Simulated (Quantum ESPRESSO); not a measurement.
# Optical response of SrCl2

Aim: the dielectric function of SrCl2, and the optical constants that follow from it.

Method: DFT, PBE, plane waves with norm-conserving potentials (PseudoDojo), scalar-relativistic, independent-particle optical response without local fields and without the non-local commutator, in Quantum ESPRESSO 7.5.

This account leaves out most program logs.

## Step 1: The structure

The structure is cubic, space group Fm-3m (No. 225). Conventional cell: a = 6.977 Å, b = 6.977 Å, c = 6.977 Å, α = 90.00°, β = 90.00°, γ = 90.00°. Nearest to Sr lie 8 Cl at 3.02 Å. Nearest to Cl lie 4 Sr at 3.02 Å. Farther neighbours and most contacts between anions are not listed.

## Step 2: Ground state

The self-consistent density comes first; it also tells whether there is a gap, which decides the occupations and the need for a Drude term.

This step: DFT, PBE, plane waves with norm-conserving potentials (PseudoDojo), scalar-relativistic, ground state (Quantum ESPRESSO 7.5).

File scf.in:

```
&control
  calculation = 'scf'
  prefix = 'x'
  outdir = './tmp'
  pseudo_dir = './'
  verbosity = 'high'
/
&system
  ibrav = 0
  nat = 3
  ntyp = 2
  ecutwfc = 70
  occupations = 'smearing'
  smearing = 'fd'
  degauss = 0.003675
  nbnd = 16
/
&electrons
  conv_thr = 1e-09
  electron_maxstep = 100
/
ATOMIC_SPECIES
  Sr 1.0 Sr.upf
  Cl 1.0 Cl.upf
CELL_PARAMETERS angstrom
  0.000000000000 3.488350000000 3.488350000000
  3.488350000000 0.000000000000 3.488350000000
  3.488350000000 3.488350000000 0.000000000000
ATOMIC_POSITIONS crystal
  Sr 0.000000000000 0.000000000000 0.000000000000
  Cl 0.750000000000 0.750000000000 0.750000000000
  Cl 0.250000000000 0.250000000000 0.250000000000
K_POINTS automatic
  6 6 6 0 0 0
```

Launch:

```
> mpirun -n 4 pw.x -nk 4 -in scf.in
```

Wall time 6.9 s (4 MPI ranks of Arm Neoverse V2, shared host); peak memory 0.09 GiB.

Read-outs, printed or worked out from the files:

| Quantity | Value |
| --- | --- |
| total energy | -134.6 Ry |
| gap on the k-mesh | 5.343 eV |
| direct gap on the mesh | 5.512 eV |

There is a gap, 5.34 eV on this mesh (points off the mesh can give less), so no carriers' term is needed.

## Step 3: Ground state with the final occupations

With the gap or the metal settled, the ground state is repeated with the fitting occupations, and the later steps take its density.

scf.in, as its differences from that of step 2:

```diff
@@ -12,6 +12,3 @@
   ecutwfc = 70
-  occupations = 'smearing'
-  smearing = 'fd'
-  degauss = 0.003675
-  nbnd = 16
+  occupations = 'fixed'
 /
```

Launch:

```
> mpirun -n 4 pw.x -nk 4 -in scf.in
```

It took 5.7 s on 4 MPI ranks; peak memory 0.09 GiB; 22 s of CPU time.

## Step 4: Bands on the whole mesh, 8×8×8

The response needs many more empty bands than the density does.

This step: DFT, PBE, plane waves with norm-conserving potentials (PseudoDojo), scalar-relativistic, bands at fixed density (Quantum ESPRESSO 7.5).

nscf.in, as its differences from scf.in of step 3:

```diff
@@ -1,3 +1,3 @@
 &control
-  calculation = 'scf'
+  calculation = 'nscf'
   prefix = 'x'
@@ -5,3 +5,2 @@
   pseudo_dir = './'
-  verbosity = 'high'
 /
@@ -13,2 +12,5 @@
   occupations = 'fixed'
+  nbnd = 45
+  nosym = .true.
+  noinv = .true.
 /
@@ -17,2 +19,3 @@
   electron_maxstep = 100
+  diago_full_acc = .true.
 /
@@ -30,2 +33,2 @@
 K_POINTS automatic
-  6 6 6 0 0 0
+  8 8 8 0 0 0
```

Launch:

```
> mpirun -n 4 pw.x -nk 4 -in nscf.in
```

Run time: 8.9 min. Hardware: 4 MPI ranks; peak memory 0.08 GiB; 36 min of CPU time.

## Step 5: Dielectric function

The spectrum is a sum over vertical transitions between filled and empty bands at the fixed density, so many empty bands are needed.

This step: DFT, PBE, plane waves with norm-conserving potentials (PseudoDojo), scalar-relativistic, independent-particle optical response without local fields and without the non-local commutator (Quantum ESPRESSO 7.5).

File epsilon.in:

```
&inputpp
  prefix = 'x'
  outdir = './tmp'
  calculation = 'eps'
/
&energy_grid
  smeartype = 'gauss'
  intersmear = 0.3
  wmin = 0.0
  wmax = 22
  nw = 500
/
```

Launch:

```
> mpirun -n 4 epsilon.x -nk 4 -in epsilon.in
```

The job ended after 2 s (4 MPI ranks; peak memory 0.05 GiB).

Numbers from this step:

- electronic dielectric constant ε∞, mean over x, y and z (by symmetry where fewer were run): 3.638
- main peak of Im epsilon, first axis: 7.615 eV
- centre of weight of the strongest loss peak in the window: 17.93 eV

Some rows of epsi_x.dat:

```text
# energy grid [eV]     epsi_x  epsi_y  epsi_z
#
    0.176352705    0.001603316    0.001603316    0.001603316
    1.234468938    0.011744028    0.011744028    0.011744028
    2.292585170    0.024598849    0.024598850    0.024598850
    3.350701403    0.044697457    0.044697458    0.044697458
    4.408817635    0.085629396    0.085629398    0.085629398
    5.466933868    0.248076314    0.248076317    0.248076316
    6.525050100    2.050952929    2.050952932    2.050952932
    7.583166333    8.404391508    8.404391511    8.404391511
    8.641282565    4.492840845    4.492840850    4.492840849
    9.699398798    4.634604739    4.634604745    4.634604744
   10.757515030    2.236808754    2.236808760    2.236808759
   11.815631263    3.055442944    3.055442951    3.055442950
   12.873747495    3.185338764    3.185338772    3.185338771
   13.931863727    2.707422201    2.707422212    2.707422210
   14.989979960    2.411019053    2.411019065    2.411019064
   16.048096192    1.382758653    1.382758667    1.382758665
   17.106212425    1.036344379    1.036344396    1.036344394
   18.164328657    0.727880585    0.727880605    0.727880602
   19.222444890    0.615184828    0.615184852    0.615184848
   20.280561122    0.682785390    0.682785419    0.682785414
   21.338677355    2.012441923    2.012441960    2.012441953
```

Values under the direct gap are tails of Lorentzian lines. The Im ε, any direction by photon energy; read off at these points:

```tsv
photon energy (eV)	Im ε, any direction
0.00	0
0.50	0.00458
1.00	0.00936
1.50	0.0146
2.00	0.0206
2.50	0.0278
3.00	0.0367
3.50	0.0487
4.00	0.0655
4.50	0.0914
5.00	0.138
5.50	0.265
6.00	0.889
6.50	1.97
7.00	3.57
7.50	7.75
7.63	8.45
8.00	6.93
8.50	5.20
9.00	3.56
9.50	4.79
10.00	3.41
10.50	2.26
11.00	2.43
11.50	2.76
11.68	3.21
12.00	2.84
12.50	2.90
13.00	3.04
13.50	2.14
13.93	2.71
14.00	2.62
14.50	2.55
15.00	2.41
15.50	1.88
16.00	1.46
16.50	1.10
17.00	1.01
17.50	1.01
18.00	0.818
18.50	0.658
19.00	0.687
19.50	0.688
20.00	0.668
20.50	0.691
21.00	1.42
21.50	1.87
22.00	2.16
```

Table of Re ε, any direction by photon energy:

```tsv
photon energy (eV)	Re ε, any direction
0	3.64
1	3.67
2	3.77
3	3.95
4	4.28
5	4.91
6	6.49
7	8.08
8	2.07
9	1.43
10	-0.243
11	1.16
12	0.960
13	0.176
14	0.253
15	-0.212
16	-0.574
17	0.0387
18	0.108
19	0.456
20	0.787
21	1.58
22	0.611
```

Values under the direct gap are tails of Lorentzian lines. Table of loss function −Im 1/ε at q → 0, any direction by energy loss; read off at these points:

```tsv
energy loss (eV)	loss function −Im 1/ε at q → 0, any direction
0.0	0
1.0	7.0e-4
2.0	0.00145
3.0	0.00235
4.0	0.00357
5.0	0.00571
6.0	0.0207
7.0	0.0457
8.0	0.133
9.0	0.242
10.0	0.292
10.5	0.422
11.0	0.335
12.0	0.316
13.0	0.328
13.6	0.483
14.0	0.378
15.0	0.412
16.0	0.594
17.0	0.988
18.0	1.20
18.2	1.28
19.0	1.01
20.0	0.627
21.0	0.315
21.6	0.464
22.0	0.429
```

Refractive index n and extinction k against photon energy:

```tsv
photon energy (eV)	n	k
0.0	1.91	0
0.5	1.91	0.00120
1.0	1.92	0.00244
1.5	1.93	0.00379
2.0	1.94	0.00530
2.5	1.96	0.00707
3.0	1.99	0.00924
3.5	2.02	0.0120
4.0	2.07	0.0158
4.5	2.13	0.0214
5.0	2.22	0.0311
5.5	2.35	0.0564
6.0	2.55	0.174
6.5	2.70	0.365
7.0	2.91	0.614
7.5	2.88	1.35
8.0	2.16	1.61
8.5	1.71	1.52
9.0	1.62	1.10
9.5	1.76	1.36
10.0	1.26	1.35
10.5	1.19	0.952
11.0	1.39	0.874
11.5	1.52	0.910
12.0	1.41	1.01
12.5	1.33	1.09
13.0	1.27	1.20
13.5	1.06	1.01
14.0	1.20	1.09
14.5	1.21	1.06
15.0	1.05	1.15
15.5	0.918	1.02
16.0	0.705	1.03
16.5	0.648	0.848
17.0	0.724	0.697
17.5	0.756	0.665
18.0	0.683	0.599
18.5	0.740	0.444
19.0	0.800	0.429
19.5	0.916	0.376
20.0	0.954	0.350
20.5	1.15	0.299
21.0	1.36	0.522
21.5	1.19	0.781
22.0	1.19	0.903
```

Table of reflectivity at normal incidence, any direction by photon energy; read off at these points:

```tsv
photon energy (eV)	reflectivity at normal incidence, any direction (%)
0.00	9.74
0.50	9.77
1.00	9.86
1.50	10.0
2.00	10.2
2.50	10.5
3.00	10.9
3.50	11.5
4.00	12.1
4.50	13.0
5.00	14.3
5.50	16.2
6.00	19.3
6.50	21.8
7.00	25.7
7.50	31.7
7.63	33.1
8.00	31.2
8.50	29.2
9.00	19.7
9.50	25.7
9.88	28.6
10.00	27.4
10.50	16.5
11.00	14.1
11.50	15.3
12.00	17.4
12.50	19.6
13.00	22.9
13.50	19.3
14.00	20.4
14.50	19.3
15.00	23.9
15.17	26.8
15.50	22.3
16.00	29.1
16.50	24.5
17.00	16.2
17.50	14.2
18.00	14.4
18.50	8.21
19.00	6.55
19.50	3.89
20.00	3.17
20.50	2.40
21.00	6.87
21.50	11.9
22.00	15.2
```

At chosen wavelengths:

```tsv
wavelength (nm)	n	k	R (%)	1/α
800	1.93	0.004	10.0	16 µm
633	1.94	0.005	10.2	9.7 µm
532	1.95	0.006	10.4	6.6 µm
450	1.97	0.008	10.7	4.4 µm
405	1.99	0.010	11.0	3.4 µm
365	2.02	0.011	11.3	2.6 µm
193	2.68	0.322	21.4	48 nm
```

Below the direct gap, k and the depth come from the tails of the Lorentzian lines, not from transitions.

Rows near the edge hang on the gap, which this functional as a rule makes too small, and phonon-assisted absorption is left out.

## Step 6: What came out

```
electronic dielectric constant ε∞, mean over x, y and z (by symmetry where fewer were run) (independent particles) : 3.64
main peak of Im epsilon, first axis                                                                                : 7.62 eV
centre of weight of the strongest loss peak in the window, first axis                                              : 17.9 eV
```

**Reading.** At this level (PBE, independent particles) SrCl2 has ε∞ = 3.64 and n = 1.91 at 1550 nm, and Im ε peaks at 7.6 eV. Distinct maxima of Im ε, read by a parabola through the highest points, lie at 7.62 eV (8.5), 9.54 eV (4.8), 11.69 eV (3.2) and 12.90 eV (3.2). Excitons and phonon-assisted transitions are missing, and so are local fields; PBE gaps are as a rule too small, which pulls the onset down and ε∞ up. epsilon.x leaves out the commutator of the non-local potential, so its intensities are off, as a rule too high. The sum runs over mesh points, so small or evenly spaced maxima can still be ripples of the mesh.

[Machine, clock, banner and «Message from routine» lines are left out of the logs.]

[Logs are printed without paths, hosts, clocks, repeated set-up lines and the standing remarks that a program may print on its own settings, such as how far it seeks lower states.]

[Hosts, paths, dates, database ids (printed as entryN), source tags and the programs' standing remarks are cut or masked in the printed files.]
